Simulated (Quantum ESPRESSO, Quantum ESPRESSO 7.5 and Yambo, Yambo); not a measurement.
## Quasiparticle gap of Diamond (Fd-3m, 2 atoms a cell) in Yambo

How does a plane-wave GW calculation on Diamond (Fd-3m, 2 atoms a cell) run from the first input to the gap?

Method: PBE and many-body steps on it, plane waves, in Quantum ESPRESSO 7.5 and Yambo 5.3.0.

**What was measured.**

- Gap 5.5 eV: band gap, experimental literature value; bulk crystal (quoted in “Fermi level pinning by defects can explain the large reported carbon 1s binding energy variations in diamond”, 2019, arxiv:1902.02958).

- Gap 5.47 eV: experimental band gap used as input; bulk crystal (quoted in “Enhanced Electron Emission Performance and Air‐Surface Stability in ScO‐Terminated Diamond for Thermionic Energy Converters”, 2024, pmc:11600692).

Report form: the programs' logs are mostly left out.

## (1) Set-up

Symmetry: Fd-3m, No. 227, cubic system. The conventional cell has a = 3.567 Å, b = 3.567 Å, c = 3.567 Å, α = 90.00°, β = 90.00°, γ = 90.00°. Nearest to C lie 4 C at 1.54 Å.

The cell and positions come from the Crystallography Open Database and are kept as given unless a step says otherwise.

## (2) Ground state

This step: Quantum ESPRESSO 7.5; DFT, PBE, plane waves, norm-conserving pseudopotentials.

The ground-state density comes first.

pw.in

```
&control
  calculation = 'scf'
  prefix = 'x'
  outdir = 'o'
  pseudo_dir = 'pseudo'
/
&system
  ibrav = 0
  nat = 2
  ntyp = 1
  ecutwfc = 74.0
  nbnd = 9
  force_symmorphic = .true.
/
&electrons
  conv_thr = 1e-10
  electron_maxstep = 80
  mixing_beta = 0.5
/
ATOMIC_SPECIES
  C 12.011 C.upf
CELL_PARAMETERS angstrom
  -0.0000000000 1.7833700000 1.7833700000
  1.7833700000 -0.0000000000 1.7833700000
  1.7833700000 1.7833700000 0.0000000000
ATOMIC_POSITIONS crystal
  C 0.0000000000 0.0000000000 0.0000000000
  C 0.2500000000 0.2500000000 0.2500000000
K_POINTS automatic
  10 10 10 0 0 0
```

Launch:

```console
> OMP_NUM_THREADS=1 mpirun -n 4 pw.x -nk 4 -in pw.in > pw.out
```

Wall time 2.1 s (4 MPI ranks of Arm Neoverse V1, shared host); peak memory 0.17 GiB; 8 s of CPU time.

Numbers from this step:

| Quantity | Value |
| --- | --- |
| total energy | -327.5613 eV |
| gap | 4.229 eV |
| k of the valence top | 0, 0, 0 |
| k of the conduction bottom | 0, 0.4, 0.4 |
| least direct gap | 5.626 eV |

The gap is indirect, with the least direct gap 1.40 eV higher.

## (3) Bands along the symmetry lines

Levels along a band path, at the cheap level, show where the edges lie and whether the meshes to come will hold them.

pw.in

```
&control
  calculation = 'bands'
  prefix = 'x'
  outdir = 'o'
  pseudo_dir = 'pseudo'
/
&system
  ibrav = 0
  nat = 2
  ntyp = 1
  ecutwfc = 74.0
  nbnd = 10
  force_symmorphic = .true.
/
&electrons
  conv_thr = 1e-9
  electron_maxstep = 80
  diago_full_acc = .true.
  diago_thr_init = 5e-6
/
ATOMIC_SPECIES
  C 12.011 C.upf
CELL_PARAMETERS angstrom
  -0.0000000000 1.7833700000 1.7833700000
  1.7833700000 -0.0000000000 1.7833700000
  1.7833700000 1.7833700000 0.0000000000
ATOMIC_POSITIONS crystal
  C 0.0000000000 0.0000000000 0.0000000000
  C 0.2500000000 0.2500000000 0.2500000000
K_POINTS crystal
  50
  0.00000000 0.00000000 0.00000000 1
  0.06250000 0.00000000 0.06250000 1
  0.12500000 0.00000000 0.12500000 1
  0.18750000 0.00000000 0.18750000 1
  0.25000000 0.00000000 0.25000000 1
  0.31250000 0.00000000 0.31250000 1
  0.37500000 0.00000000 0.37500000 1
  0.43750000 0.00000000 0.43750000 1
  0.50000000 0.00000000 0.50000000 1
  0.51562500 0.03125000 0.51562500 1
  0.53125000 0.06250000 0.53125000 1
  0.54687500 0.09375000 0.54687500 1
  0.56250000 0.12500000 0.56250000 1
  0.57812500 0.15625000 0.57812500 1
  0.59375000 0.18750000 0.59375000 1
  0.60937500 0.21875000 0.60937500 1
  0.62500000 0.25000000 0.62500000 1
  0.37500000 0.37500000 0.75000000 1
  0.32812500 0.32812500 0.65625000 1
  0.28125000 0.28125000 0.56250000 1
  0.23437500 0.23437500 0.46875000 1
  0.18750000 0.18750000 0.37500000 1
  0.14062500 0.14062500 0.28125000 1
  0.09375000 0.09375000 0.18750000 1
  0.04687500 0.04687500 0.09375000 1
  0.00000000 0.00000000 0.00000000 1
  0.06250000 0.06250000 0.06250000 1
  0.12500000 0.12500000 0.12500000 1
  0.18750000 0.18750000 0.18750000 1
  0.25000000 0.25000000 0.25000000 1
  0.31250000 0.31250000 0.31250000 1
  0.37500000 0.37500000 0.37500000 1
  0.43750000 0.43750000 0.43750000 1
  0.50000000 0.50000000 0.50000000 1
  0.50000000 0.46875000 0.53125000 1
  0.50000000 0.43750000 0.56250000 1
  0.50000000 0.40625000 0.59375000 1
  0.50000000 0.37500000 0.62500000 1
  0.50000000 0.34375000 0.65625000 1
  0.50000000 0.31250000 0.68750000 1
  0.50000000 0.28125000 0.71875000 1
  0.50000000 0.25000000 0.75000000 1
  0.50000000 0.21875000 0.71875000 1
  0.50000000 0.18750000 0.68750000 1
  0.50000000 0.15625000 0.65625000 1
  0.50000000 0.12500000 0.62500000 1
  0.50000000 0.09375000 0.59375000 1
  0.50000000 0.06250000 0.56250000 1
  0.50000000 0.03125000 0.53125000 1
  0.50000000 0.00000000 0.50000000 1
```

The job ended after 1.2 s (4 MPI ranks; peak memory 0.05 GiB; 4.6 s of CPU time).

Numbers from this step:

* gap: 4.190 eV
* k of the valence top: 0, 0, 0
* k of the conduction bottom: 0.375, 0, 0.375
* least direct gap: 5.626 eV

The gap is 4.190 eV, −0.039 eV from the run before at this level.

Electronic bands along the path, in eV, zero at the top of the highest filled band; v1 is the highest filled band, c1 the lowest empty one:

```tsv
point	v4	v3	v2	v1	c1	c2	c3	c4
Γ	-21.49	0.00	0.00	0.00	5.63	5.63	5.63	13.33
halfway	-19.21	-4.52	-4.13	-4.13	4.49	10.32	11.62	11.62
X	-12.78	-12.78	-6.32	-6.32	4.83	4.83	16.82	16.82
halfway	-12.69	-12.52	-7.58	-6.08	5.06	6.73	16.13	16.47
U	-12.99	-11.74	-9.33	-5.38	5.74	10.80	14.39	15.64
jump to K	-12.99	-11.74	-9.33	-5.38	5.74	10.80	14.39	15.64
halfway	-18.93	-6.52	-5.57	-1.75	8.19	8.69	10.10	13.68
Γ	-21.49	0.00	0.00	0.00	5.63	5.63	5.63	13.33
halfway	-19.77	-6.60	-1.75	-1.75	7.83	7.83	8.19	14.64
L	-15.71	-13.39	-2.81	-2.81	8.52	8.52	8.89	15.71
halfway	-14.70	-12.38	-6.32	-4.70	8.36	9.50	13.08	14.89
W	-11.99	-11.99	-8.33	-8.33	10.68	10.68	12.35	12.35
halfway	-12.44	-12.44	-7.33	-7.33	6.93	6.93	15.58	15.58
X	-12.78	-12.78	-6.32	-6.32	4.83	4.83	16.82	16.82
```

## (4) Empty states on the mesh, 6×6×6 mesh, 29 bands

The sums over transitions need many empty states on a uniform mesh; this step solves for them.

pw.in

```
&control
  calculation = 'nscf'
  prefix = 'x'
  outdir = 'o'
  pseudo_dir = 'pseudo'
/
&system
  ibrav = 0
  nat = 2
  ntyp = 1
  ecutwfc = 74.0
  nbnd = 29
  force_symmorphic = .true.
/
&electrons
  conv_thr = 1e-9
  electron_maxstep = 80
  diago_full_acc = .true.
  diago_thr_init = 5e-6
/
ATOMIC_SPECIES
  C 12.011 C.upf
CELL_PARAMETERS angstrom
  -0.0000000000 1.7833700000 1.7833700000
  1.7833700000 -0.0000000000 1.7833700000
  1.7833700000 1.7833700000 0.0000000000
ATOMIC_POSITIONS crystal
  C 0.0000000000 0.0000000000 0.0000000000
  C 0.2500000000 0.2500000000 0.2500000000
K_POINTS automatic
  6 6 6 0 0 0
```

Elapsed: 1.2 s, on 4 MPI ranks; peak memory 0.05 GiB.

This step gave:

```yaml
gap: 4.207 eV
k_of_the_valence_top: 0, 0, 0
k_of_the_conduction_bottom: 0, 0.3333, 0.3333
least_direct_gap: 5.626 eV
k_points_computed: 16
lowest_point_of_the_top_converged_band_above_the_valence_top: 77.6833 eV
```

On this mesh the gap is 4.207 eV.

## (5) Conversion and set-up

This step: Yambo 5.3.0; conversion and set-up on PBE, plane waves, norm-conserving pseudopotentials.

The states are converted to the many-body program's format and the q mesh is built.

Launch:

```console
> (cd o/x.save; p2y > p2y.log; mv SAVE ../..); yambo > setup.log
```

Wall time 1.6 s (1 MPI rank); peak memory 0.23 GiB.

## (6) Screening and self-energy, 6×6×6 mesh, 29 bands, screening to 163.3 eV

G0W0 replaces the xc potential by the self-energy, built once from these orbitals. Only a window of levels is corrected, while the sums run over the empty bands that the input names.

This step: G0W0 on PBE, plane waves, norm-conserving pseudopotentials.

gw1.in

```
HF_and_locXC
gw0
dyson
ppa
em1d
rim_cut
RandQpts= 1000000
RandGvec= 1 RL
EXXRLvcs= 74 Ry
VXCRLvcs= 296 Ry
Chimod= "HARTREE"
% BndsRnXp
 1 | 29 |
%
NGsBlkXp= 12 Ry
% LongDrXp
 1 | 1 | 1 |
%
% GbndRnge
 1 | 29 |
%
DysSolver= "n"
ExtendOut
PPAPntXp= 27.21138 eV
% QPkrange
 1 | 1 | 3 | 6 |
 10 | 10 | 3 | 6 |
%
```

Launch:

```console
> OMP_NUM_THREADS=1 mpirun -n 4 yambo -F gw1.in -J gw1 -C gw1 > gw1.log
```

Elapsed: 9.3 s, on 4 MPI ranks; peak memory 1 GiB.

Numbers from this step:

| Quantity | Value |
| --- | --- |
| G0W0 gap on the points computed | 5.457 eV |
| starting gap on the mesh | 4.207 eV |
| k of the valence top | 0, 0, 0 |
| k of the conduction bottom | 0, 0.3333, 0.3333 |
| least direct G0W0 gap on the computed points | 7.369 eV |
| Z at the valence top | 0.8329 |
| Z at the conduction bottom | 0.8419 |

The gap on the mesh goes from 4.21 eV to 5.46 eV, a correction of +1.25 eV. The start differs from the 4.23 eV found before because the two sample other k points.

Limits: finite bands, cutoff and mesh; coarse k mesh. v1 is the top filled band, c1 the lowest empty one. The levels before and after the correction (eV, zero at the valence-band top of each column):

```tsv
	conduction bottom	valence top
Kohn-Sham	4.21	0.00
G0W0	5.46	0.00
```

```tsv
	level	energy (eV)
Kohn-Sham	Γ v2-v1	0.000
Kohn-Sham	Γ c1-c2	5.626
Kohn-Sham	(0 0.333 0.333) v2-v1	-5.324
Kohn-Sham	(0 0.333 0.333) c1	4.207
Kohn-Sham	(0 0.333 0.333) c2	7.817
G0W0	Γ v2-v1	0.000
G0W0	Γ c1-c2	7.369
G0W0	(0 0.333 0.333) v2-v1	-5.732
G0W0	(0 0.333 0.333) c1	5.457
G0W0	(0 0.333 0.333) c2	9.034
```

## (7) Where the time went

Times are wall times on the hardware named with each run, good to a factor of about two.

```tsv
step	time	share	memory (GiB)
ground state	2.1 s	13 %	0.17
bands along the symmetry lines	1.2 s	8 %	0.05
empty states on the mesh	1.2 s	8 %	0.05
conversion and set-up	1.6 s	10 %	0.23
screening and self-energy	9.3 s	60 %	1
```

## (8) Outcome

```yaml
pbe_gap: 4.19 eV, indirect
g0w0_gap_on_the_mesh: 5.46 eV
gw_settings: 6×6×6 mesh, 29 bands, screening to 163.3 eV, Godby-Needs plasmon pole
known_limits: not at the basis limit; coarse k mesh
```

What this shows: G0W0 moves the gap on the mesh from 4.21 eV to 5.46 eV (+1.25 eV), with Z of 0.83 and 0.84 at the edges. Only 2 of the mesh's irreducible points were corrected, so a valley elsewhere could overtake. The dearest step here is «screening and self-energy». Against experiment, by G0W0@PBE: the gap of 5.44 eV lies −0.06 eV from the measured 5.5 eV (kind not stated, quoted 2019); the gap of 5.44 eV lies −0.03 eV from the measured 5.47 eV (kind not stated, quoted 2024). The calculation has static nuclei and no excitons; a measured gap holds zero-point and thermal motion, which mostly lowers it. Bands and cutoff are finite, so the gap is not at the basis limit. The miss can reach some tenths of an eV and take either sign; the mesh is an error of its own. In the G0W0 run levels were corrected at 2 k points alone, so a gap called «on the mesh» is the least over those, and an edge elsewhere would be missed. The 6×6×6 mesh is coarse for this cell, which bears on the long-range parts of exchange and screening.

[Paths, hosts, dates, memory and timing lines, banners, echoed tables and standing remarks are left out of the program output.]

[Logs are printed without paths, hosts, clocks, repeated set-up lines and the standing remarks that a program may print on its own settings, such as how far it seeks lower states.]

[Runs of the session that timed out or met a known fault of the program may be left out.]

[Hosts, paths, dates, database ids (printed as entryN), source tags and the programs' standing remarks are cut or masked in the printed files.]
